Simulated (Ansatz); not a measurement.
# Nb-Al-Nb stack of (111) layers: lattice stability ahead of a resistivity run, part 3 of 3

Question: is the lattice of Nb-Al-Nb stack of (111) layers stable, and if so, what are its coupling constant and resistivity?

Ansatz 0.2.0; DFT LDA, scalar-relativistic, plane waves, PAW; PAW set soft_1.

So far, lowest on path (cm⁻¹): step 4 (phonons by linear response: q 2×2×1, k 6×6×1) -43.2; step 5 (k-mesh 9×9×1, q mesh 3×3×1) -158.

## Step 6: Resistivity: q 3×3×1, k 9×9×1, scattering 18×18×1

Phonons, couplings and the Boltzmann equation in one run.

Input file input.yaml:

```yaml
crystal:
  lattice:
    - [2.7357215805, 0.0, 0.0]
    - [-1.3678607902, 2.3692043864, 0.0]
    - [0.0, 0.0, 33.1530758754]
  atoms:
    - { symbol: Nb, position: [0.0, 0.0, 0.1645891042] }
    - { symbol: Al, position: [0.3333333333, 0.6666666667, 0.2364266299] }
    - { symbol: Nb, position: [0.6666666667, 0.3333333333, 0.3082641556] }
  periodic: [true, true, false]
kpoints:
  mp_grid: { grid: [9, 9, 1] }
hamiltonian:
  xc: lda
  pseudopotentials: { kind: paw, azcp: { folder: soft_1 }, xc_functional: pbe }
scf:
  occupations: { method: methfessel_paxton, width: 0.2 }
output:
  eigenvalues: true
phonons:
  method: dfpt
  qmesh: [3, 3, 1]
  temperatures: { t_max: 1000, t_step: 50 }
  qpath:
    path:
      - [0.0, 0.0, 0.0]
      - [0.5, 0.0, 0.0]
      - [0.33333333, 0.33333333, 0.0]
      - [0.0, 0.0, 0.0]
    npoints: 10
  electrical_resistivity:
    mesh: [18, 18, 1]
    temperatures: [20.0, 50.0, 77.0, 100.0, 150.0, 200.0, 300.0, 400.0, 600.0, 800.0]
```

The run is started by

```console
> ansatz run input.yaml --threads 4 --pin off --max-ram 12288MiB --backend cpu --events-out ev --progress --plain --runs-dir out
```

Output:

```text
[the first part of the log is left out]
  E_hartree    = 33506.937793
  E_xc         = -366.961407
  E_vxc        = -430.354505  (∫ρ·V_xc dr)
  E_paw        = -6394.191236  (= ΣΔE_a)
  E_vpaw       = -247.897206  (= ΣTr[D̂ρ^β])
  E_aug_tail   = 0.000082  (compensation charges beyond the density's cutoff)
  E_ewald      = 30970.332220
  E_core_change = 0.907104  (= ΣΔE_core)
  E_smearing   = -0.017110  (= −TS)
  E_closure    = 0.000000  (closes the sum)
  Σ components = -9395.725144   (vs F -9395.725144, Δ=0.00e0)
--- Band table (eV; the first three rows and the last of 12) ---
  k-point 0: bands = ["-60.1327", "-60.1326", "-36.2835", "-36.2776", "-35.1941", "-35.1941", "-35.1941", "-35.1941", "-14.8111", "-10.8004", "-9.6325", "-7.9304", "-5.8576", "-5.4576", "-5.0949", "-5.0949", "-5.0948", "-5.0948", "-1.6099"]
  k-point 1: bands = ["-60.0931", "-60.0930", "-36.2450", "-36.2395", "-35.4397", "-35.4396", "-35.2482", "-35.2482", "-14.4993", "-10.3191", "-9.0794", "-7.6653", "-5.8023", "-5.6507", "-5.5853", "-5.5569", "-4.6018", "-4.5987", "-2.6693"]
  k-point 2: bands = ["-59.9912", "-59.9912", "-36.1467", "-36.1425", "-36.0350", "-36.0349", "-35.3827", "-35.3826", "-13.6042", "-9.3325", "-8.2117", "-7.4900", "-6.0757", "-6.0582", "-5.8651", "-5.6926", "-3.4032", "-3.2103", "-3.1980"]
  k-point 11: bands = ["-59.7382", "-59.7382", "-36.5689", "-36.5683", "-36.5645", "-36.5645", "-35.9016", "-35.9016", "-8.1594", "-7.9877", "-7.9877", "-7.2012", "-5.7755", "-5.7755", "-5.7123", "-5.7068", "-5.4734", "-5.4734", "-2.1035"]
--- Phonons (Γ-DFPT): 6 representative perturbations + reference (Σ response iterations 29) ---
  ASR residual: 2.378e-5 → 0.000e0 eV/Å²; symmetrization residual: 1.880e-7 eV/Å²
  The last average, over the group as it would stand without the narrowing to the FFT grids, took up to 7.569e-8 eV/Å² of the zone centre's force constants
  ASR residual per site (eV/Å²): 2.38e-5 4.32e-6 2.36e-5
  Γ frequencies (cm⁻¹): 0.00 0.00 0.00 28.47 28.47 124.31 141.01 141.01 295.26
--- Phonons (arbitrary-q DFPT): 3 irreducible q on the 3×3×1 mesh ---
  q = [0.0000, 0.0000, 0.0000] (star 1, of the zone-centre solve; hermiticity 4.98e-8, symmetrization 4.10e-12, taken by the last average 1.00e-8): 0.00 0.00 0.00 28.47 28.47 124.31 141.01 141.01 295.26
  q = [0.0000, 0.3333, 0.0000] (star 6, 9 solved perturbations on 45 of 81 k-point pairs; hermiticity 7.49e-8, symmetrization 9.19e-10, taken by the last average 8.90e-9): -75.14 -54.33 -36.50 -25.34 77.27 95.85 193.90 277.25 294.77
  q = [0.3333, 0.3333, 0.0000] (star 2, 6 solved perturbations in 192 linear systems a pass and spin channel, the states on 45 of 81 k-point pairs; hermiticity 3.72e-8, symmetrization 1.17e-8, taken by the last average 1.20e-8): -158.36 -158.36 106.32 106.32 159.30 165.03 282.37 282.37 292.50
  sum rule: each row above includes the acoustic sum rule's correction from the zone centre's row sums; it moved no ω² by more than (0.26 cm⁻¹)²
  mesh force constants: q→R imaginary residual 0.00e0; ASR residual 2.378e-5 → 0.000e0 eV/Å²; symmetrization residual 6.217e-15 eV/Å²
  interpolated dispersion: 31 rows × 9 modes
  density of states and harmonic sums: on the 27×27×1 q-mesh, interpolated from the force constants of a 3×3×1 supercell (no non-analytic term)
  largest difference from the sums on the solved wave vectors: F 2.25e-1 eV, S 3.02e-4 and C_V 7.69e-5 eV/K
  zero-point energy: 0.065232 eV/cell   skipped modes (ω ≤ 0): 192, of them read as no rigid motion or as one in doubt: 189 (2.549e0 modes/cell left out, lowest -158.36 cm⁻¹)   left out of the sums: 2.84e-1 of the cell's modes: C_V's classical limit lies that fraction below 3 k_B per atom; for a crystal, a wire or a layer, F and S can be off by more, and a phonons.interpolated_qmesh denser along its periods is the remedy for the sampling
Error: electrical resistivity: the mode of lowest frequency at the wavevector [0.3333, 0.3333, 0.0000] is imaginary, -158.36 cm⁻¹ (written negative): the force constants describe an unstable lattice; relax the structure, enlarge phonons.supercell (under dfpt, kpoints.mp_grid), or, with a block electrical_resistivity or superconductivity, name a file of force constants under which the crystal is stable (phonons.electron_phonon_force_constants)
The harmonic force constants that this run solved are whole in <dir>
```

Wall time 1.7 min (4 threads of Arm Neoverse V1, shared host); peak memory 0.85 GiB.

The run ended with an error.

The program's message: “electrical resistivity: the mode of lowest frequency at the wavevector [0.3333, 0.3333, 0.0000] is imaginary, -158.36 cm⁻¹ (written negative): the force constants describe an unstable lattice; relax t …”

The run stops because a mode is imaginary on the scattering mesh, where no scattering rate is defined; denser k meshes, other smearings and, between solved wavevectors, finer q meshes show whether the instability is real.

## Step 7: Summary of results

```json
{"phonon run of the rows without a label of their own": "LDA, q 3×3×1, k 9×9×1", "softest mode on the q mesh": "-158 cm⁻¹ at q = (0.333, 0.333, 0)", "highest frequency, solved or plainly interpolated": "326 cm⁻¹"}
```

In words: The lattice is dynamically unstable at this level: a mode at q = (0.333, 0.333, 0) is imaginary, 158i cm⁻¹, so no harmonic coupling constant or resistivity is defined for this structure. These meshes are coarse, and single modes of a metal can move by tens of cm⁻¹ with the k mesh. The PAW files were made for PBE; under other functionals the run regenerates their frozen core. The structure was built by hand as an ordered model, and its stability against other phases was not tested.

[Logs are printed without paths, hosts, clocks, repeated set-up lines and the standing remarks that a program may print on its own settings, such as how far it seeks lower states.]

[Hosts, paths, dates, database ids (printed as entryN), source tags and the programs' standing remarks are cut or masked in the printed files.]
